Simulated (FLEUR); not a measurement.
Entries from a set of simulations; values are calculated unless marked as measured.

## Magnetic state of Nickel from several starts

Symmetry: Fm-3m, No. 225, cubic system. The conventional cell has a = 3.524 Å, b = 3.524 Å, c = 3.524 Å, α = 90.00°, β = 90.00°, γ = 90.00°. Nearest to Ni lie 12 Ni at 2.49 Å.

```yaml
method: LDA (VWN); all-electron FLAPW, Dirac cores, scalar-relativistic bands (and 1 further level or step)
program: FLEUR MaX-R8.1
settings_of_one_run: kmax 3.6 1/bohr, gmax 10.8 1/bohr, muffin tin radii Ni: 2.3 bohr, lmax Ni: [8, 6], hist occupations, smearing width 0.08 eV, mixer Anderson, mixing 0.05, max iterations 90, stop 2.00e-5 me/bohr³, collinear spin, 14×14×14 k-mesh, mesh matched on, starting moments 1 μB
cost: 5 runs, 2.9 min in all on 4 MPI ranks of Arm Neoverse V2, shared host (the runs of this entry)
notes: The run is spin-polarised, with a total moment of 0.57 μB a cell. Only 4 starts were tried; other patterns of signs, canted and longer-period orders were not.
lowest_state_found: ferromagnetic (initial ferro +)
largest_site_spin_moment: 0.592 μB
next_finished_state: non-magnetic, 30.4 meV a seeded atom higher
energy_gained_by_spin_polarisation: 30.4 meV a seeded atom
orbital_moment_on_the_atom_of_largest_spin_along_its_spin_spin_orbit_run: 0.0456 μB
```

The lowest state found is ferromagnetic, reached from the start ferro +, with moments up to 0.592 μB. 2 starts left the typed pattern (a sign turned, or a seeded moment died or shrank under 0.15 μB), so such an energy belongs to the state reached, not the one typed.

[Logs and program files are shortened in this print: banners, set-up blocks, solver, clock and traceback lines can be left out without a mark of their own.]

[Logs are printed without paths, hosts, clocks, repeated set-up lines and the standing remarks that a program may print on its own settings, such as how far it seeks lower states.]

[Hosts, paths, dates, database ids (printed as entryN), source tags and the programs' standing remarks are cut or masked in the printed files.]

[Where a cell is said to come from a database of computed structures, the database is the Materials Project.]
